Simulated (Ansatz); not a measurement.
# Zr (P6_3/mmc): Migdal–Eliashberg transition temperature, part 2 of 2

What Tc do the phonons of Zr (P6_3/mmc) give, and how does it depend on μ*? The cell shown first is a relaxed one, from steps not shown here.

Ansatz 0.2.0; DFT PBE, scalar-relativistic, plane waves, PAW; PAW set soft_1.

So far, highest frequency, solved or plainly interpolated (cm⁻¹): step 2 (coupling and resistivity: q 6×6×3, k 12×12×6, scattering …) 203; step 3 (k-mesh 18×18×9, scattering mesh 30×30×16) 200.

## Step 4: Electron–phonon run: q 6×6×4, k 18×18×12, scattering 36×36×20

The next rung changes the q mesh, which sets the reach of the force constants and couplings; the k mesh of the density and its response; the scattering mesh, which samples the Fermi surface.

The input, input.yaml:

```yaml
crystal:
  lattice:
    - [3.2349151211, 0.0, 0.0]
    - [-1.6174575605, 2.801518674, 0.0]
    - [0.0, 0.0, 5.1645562949]
  atoms:
    - { symbol: Zr, position: [0.3333333333, 0.6666666667, 0.25] }
    - { symbol: Zr, position: [0.6666666667, 0.3333333333, 0.75] }
kpoints:
  mp_grid: { grid: [18, 18, 12] }
hamiltonian:
  xc: pbe
  pseudopotentials: { kind: paw, azcp: { folder: soft_1 } }
scf:
  occupations: { method: methfessel_paxton, width: 0.2 }
output:
  eigenvalues: true
phonons:
  method: dfpt
  qmesh: [6, 6, 4]
  temperatures: { t_max: 1000, t_step: 50 }
  qpath:
    path:
      - [[0.0, 0.0, 0.0], [0.5, 0.0, 0.0], [0.33333333, 0.33333333, 0.0], [0.0, 0.0, 0.0], [0.0, 0.0, 0.5], [0.5, 0.0, 0.5], [0.33333333, 0.33333333, 0.5], [0.0, 0.0, 0.5]]
      - [[0.5, 0.0, 0.5], [0.5, 0.0, 0.0]]
    npoints: 6
  electrical_resistivity:
    mesh: [36, 36, 20]
    temperatures: [20.0, 50.0, 80.0, 100.0, 150.0, 200.0, 273.0, 300.0, 400.0, 500.0, 600.0, 800.0]
  superconductivity: { mesh: [36, 36, 20] }
```

Started as:

```
$ ansatz run input.yaml --threads 16 --pin off --max-ram 92160MiB --backend cuda --events-out ev --progress --plain --runs-dir out --max-vram 78GiB
```

Numbers of over 12 decimals in the logs are rounded to 6 here.

What it wrote:

```text
[...]
Crystal: 2 atoms, lattice volume = 46.805 Å³
Basis set: ecut = 420 eV, 941 PW (Γ), exchange–correlation on 48×48×72 points (8 copies of the dense FFT grid, shifted against one another)
Bands: 16, of which v1, the nominal top of the filled ones, is band 12 counted from 1 (11 counted from 0)
Symmetry: 24 space group operations
k-points: 259 of 3888
[...]
SCF iter   1: F=—  HF=-8367.889585 eV  |F-HF|=—  |Δ(HF+E_count)|=         —  Δρ=2.92e-2  dr2=5.14e-1  ethr=3.10e-3  ⟨swp⟩=5.1  Hψ=38064  notcnv=0
[...]
SCF iter   2: F=—  HF=-8367.777316 eV  |F-HF|=—  |Δ(HF+E_count)|=   1.12e-1  S|Δr|=    0.00e0  Δρ=1.82e-2  dr2=1.95e-1  ethr=2.14e-3  ⟨swp⟩=1.9  Hψ=8124  notcnv=0  defer=43
[...]
SCF iter   9: F=-8367.720405 eV  HF=-8367.720405 eV  |F-HF|=1.82e-12  |Δ(HF+E_count)|=  5.46e-12  S|Δr|=    0.00e0  Δρ=2.46e-8  dr2=1.41e-13  ethr=1.00e-12  ⟨swp⟩=8.0  Hψ=19379  notcnv=0
SCF 1 converged in 9 iterations: F = -8367.720405 eV  dr2 = 1.41e-13
[...]
SCF 2 converged in 9 iterations: F = -8367.720405 eV  dr2 = 1.42e-13
[...]
SCF converged after 9 iterations
[...]
vibrations of 144 cells: unjudged by the run; compare a larger repeat
[...]
--- Superconductivity: potentials and phonons of a 6×6×4 supercell ---
           mesh         λ    ħω_log (meV)  μ* declared at (meV)
       36×36×20    0.6013          12.534               14.424
       18×18×10    0.5733          12.562               14.422
          9×9×5    0.5877          12.839               14.640
  λ by the species' shares of the modes' patterns: Zr 0.6013
[...]
0.08      4.092         4.222         3.972         3.965         4.136         4.146          4.142
      0.10      3.348         3.445         3.164         3.159         3.322         3.331          3.328
      0.12      2.672         2.743         2.456         2.453         2.606         2.616          2.612
      0.13      2.361         2.420         2.140         2.138         2.286         2.295          2.291
      0.14      2.068         2.119         1.850         1.848         1.990         2.000          1.995
      0.16      1.543         1.578         1.344         1.345         1.473         1.482          1.476
      0.20      0.741         0.756         0.619         0.622         0.717         0.725          0.719
[...]
vibrations of 144 cells: unjudged by the run; compare a larger repeat
[...]
```

It took 4.6 min on 1 × NVIDIA GB200 with 16 threads of Arm Neoverse V2, shared host; peak memory 34 GiB.

This step gave:

```
zero point energy                                 : 0.04634 eV/cell
highest frequency, solved or plainly interpolated : 200.7 cm⁻¹
Debye temperature (second moment)                 : 243 K
resistivity at 300 K                              : 47.05 μΩ cm, mean of the axes
coupling constant λ                               : 0.6013
density of states at the Fermi level              : 0.9406 states/eV a spin and cell
log mean phonon energy ħω_log                     : 12.53 meV
transport coupling constant λ_tr                  : 0.646, 0.646, 0.6589 (xx, yy, zz)
Drude plasma energy                               : 3.861, 3.861, 4.235 eV (xx, yy, zz)
resistivity times mean free path                  : 15.73, 15.73, 10.53 × 10⁻¹⁶ Ω m² (xx, yy, zz)
second-moment phonon energy ħω₂                   : 14.42 meV
coupling λ by branch                              : 0.182, 0.12, 0.0657, 0.0852, 0.0756, 0.0731 (branches by rank of frequency)
```

Transition temperatures:

```tsv
μ*	McMillan Tc (K)	Allen–Dynes Tc (K)	isotropic Fermi-surface Tc (K)	isotropic full bandwidth Tc (K)	anisotropic Fermi-surface Tc (K)	anisotropic full bandwidth Tc (K)	anisotropic narrow window Tc (K)
0.08	4.09	4.22	3.97	3.97	4.14	4.15	4.14
0.1	3.35	3.45	3.16	3.16	3.32	3.33	3.33
0.12	2.67	2.74	2.46	2.45	2.61	2.62	2.61
0.13	2.36	2.42	2.14	2.14	2.29	2.3	2.29
0.14	2.07	2.12	1.85	1.85	1.99	2	1.99
0.16	1.54	1.58	1.34	1.34	1.47	1.48	1.48
0.2	0.741	0.756	0.619	0.622	0.717	0.725	0.719
```

The Eliashberg function α²F has structure finer than the step of the table below, so its rows give means over 1 meV, whole bins alone (the curve runs from 0.097 to 24.8 meV). Peaks (meV: height): α²F 9.8: 0.688, 18.2: 0.497, 19.1: 0.460; α²F tr 9.8: 0.762, 18.2: 0.480.

Table of Eliashberg function α²F by phonon energy; means over each step:

```tsv
phonon energy (meV)	α²F	α²F tr
1	7.2e-4	9.1e-5
2	0.00278	6.5e-4
3	0.00528	0.00195
4	0.00914	0.00470
5	0.0139	0.00874
6	0.0202	0.0152
7	0.0510	0.0701
8	0.128	0.191
9	0.283	0.365
10	0.479	0.522
11	0.271	0.278
12	0.190	0.196
13	0.153	0.167
14	0.140	0.157
15	0.117	0.139
16	0.164	0.188
17	0.234	0.264
18	0.426	0.441
19	0.390	0.368
20	0.359	0.344
21	0.353	0.325
22	0.218	0.223
23	0.0506	0.0592
24	0.0174	0.0184
```

Anisotropic full-bandwidth solution, weighted at the Fermi level. Gaps:

```tsv
mu*	T (K)	mean gap (meV)	5 % (meV)	95 % (meV)	mean Z
0.1	0.833	0.504	0.384	0.565	1.6
0.1	1.67	0.482	0.367	0.542	1.6
0.1	2.5	0.39	0.296	0.441	1.6
0.1	3	0.264	0.201	0.3	1.6
0.13	0.574	0.343	0.252	0.39	1.6
0.13	1.15	0.327	0.24	0.373	1.6
0.13	1.72	0.265	0.194	0.302	1.6
0.13	2.07	0.179	0.131	0.206	1.6
0.16	0.37	0.219	0.153	0.253	1.6
0.16	0.741	0.208	0.146	0.241	1.6
0.16	1.11	0.168	0.118	0.195	1.6
0.16	1.33	0.114	0.0794	0.132	1.6
```

dTc/da2F against phonon energy:

```tsv
phonon energy (meV)	dTc/da2F (K/meV)
0.5	-
1.0	4.94
1.5	5.36
2.0	5.32
2.5	5.13
3.0	4.89
3.5	4.64
4.0	4.41
4.5	4.20
5.0	3.99
5.5	3.80
6.0	3.63
6.5	3.47
7.0	3.32
7.5	3.18
8.0	3.06
8.5	2.94
9.0	2.83
9.5	2.72
10.0	2.63
10.5	2.54
11.0	2.45
11.5	2.37
12.0	2.29
12.5	2.22
13.0	2.15
13.5	2.09
14.0	2.03
14.5	1.97
15.0	1.92
15.5	1.86
16.0	1.81
16.5	1.76
17.0	1.72
17.5	1.67
18.0	1.63
18.5	1.59
19.0	1.55
19.5	1.51
20.0	1.48
20.5	1.45
21.0	1.41
21.5	1.39
22.0	1.35
22.5	1.33
23.0	1.29
23.5	1.26
24.0	1.24
24.5	1.21
```

The share of the Fermi-level states by lambda of a state:

```tsv
lambda of a state	share of the Fermi-level states
0.418	0
0.432	0.0083
0.446	0.012
0.460	0.0313
0.474	0.011
0.488	0.031
0.502	0.0193
0.516	0.0313
0.530	0.0145
0.544	0.0616
0.558	0.0611
0.572	0.0235
0.586	0.0546
0.600	0.078
0.614	0.109
0.628	0.158
0.642	0.0443
0.656	0.0629
0.670	0.0801
0.684	0.0709
0.698	0.0351
0.712	0
0.726	0.0026
0.740	0
```

## Step 5: Outcome

| Item | Value |
| --- | --- |
| meshes | q 6×6×4, k 18×18×12, scattering 36×36×20 |
| coupling constant λ | 0.601 |
| log mean phonon energy ħω_log | 12.5 meV |
| Allen–Dynes Tc at μ* = 0.1 | 3.45 K |
| Allen–Dynes Tc at μ* = 0.13 | 2.42 K |
| anisotropic Eliashberg Tc at μ* = 0.1 | 3.33 K |
| anisotropic Eliashberg Tc at μ* = 0.13 | 2.3 K |

What this shows: In the last run (PBE, q 6×6×4, k 18×18×12, scattering 36×36×20), with λ = 0.60 and ħω_log = 12.5 meV, Tc at μ* = 0.13 is 2.4 K by McMillan's formula, 2.4 K by Allen and Dynes's and 2.3 K by the anisotropic Eliashberg equations. Raising μ* from 0.10 to 0.16 lowers the Allen–Dynes value from 3.5 to 1.6 K. The mean gap at a quarter of Tc gives 2Δ/k_B Tc = 3.46, against 3.53 in weak-coupling theory. The gap spreads from 0.25 to 0.39 meV over nine tenths of the Fermi surface. By the run's own test λ is not converged in the fine mesh: it moves by 5 % between the two finest. The run's transport test calls it not converged in the mesh; ρ(300 K) moves by 4 % in the component that moves most. λ of these runs moves by 2 to 5 % between their two finest meshes, and Tc by more, so small gaps between the runs or to the measured value rank nothing. Over the runs, λ takes the values 0.603, 0.595 and 0.601, in the order shown. μ* is a typed number, phonons are harmonic, and spin fluctuations are left out; at μ* = 0.13 McMillan's formula turns 1 % in λ into about 3.7 % in Tc.

Computed beside measured:

| quantity | measured | Allen–Dynes, PBE, q 6×6×3, fine 24×24×12 | Eliashberg, PBE, q 6×6×3, fine 24×24×12 | Allen–Dynes, PBE, q 6×6×3, fine 30×30×16 | Eliashberg, PBE, q 6×6×3, fine 30×30×16 | Allen–Dynes, PBE, q 6×6×4, fine 36×36×20 | Eliashberg, PBE, q 6×6×4, fine 36×36×20 |
| --- | --- | --- | --- | --- | --- | --- | --- |
| superconducting transition temperature (μ* = 0.13) (kelvin) | 0.55 | 2.45 (+345.5 %) | 2.32 (+321.8 %) | 2.32 (+321.8 %) | 2.22 (+303.6 %) | 2.42 (+340.0 %) | 2.30 (+318.2 %) |

Measured values from Wikipedia's table of superconducting elements, as read in December (2026).

Verdict: For the superconducting transition temperature, of the levels listed nearest comes Eliashberg, PBE, q 6×6×3, fine 30×30×16 (+303.6 %, a clear miss) and farthest Allen–Dynes, PBE, q 6×6×3, fine 24×24×12 (+345.5 %, a clear miss). Limits of convergence are named above.

[Logs are printed without paths, hosts, clocks, repeated set-up lines and the standing remarks that a program may print on its own settings, such as how far it seeks lower states.]

[Hosts, paths, dates, database ids (printed as entryN), source tags and the programs' standing remarks are cut or masked in the printed files.]
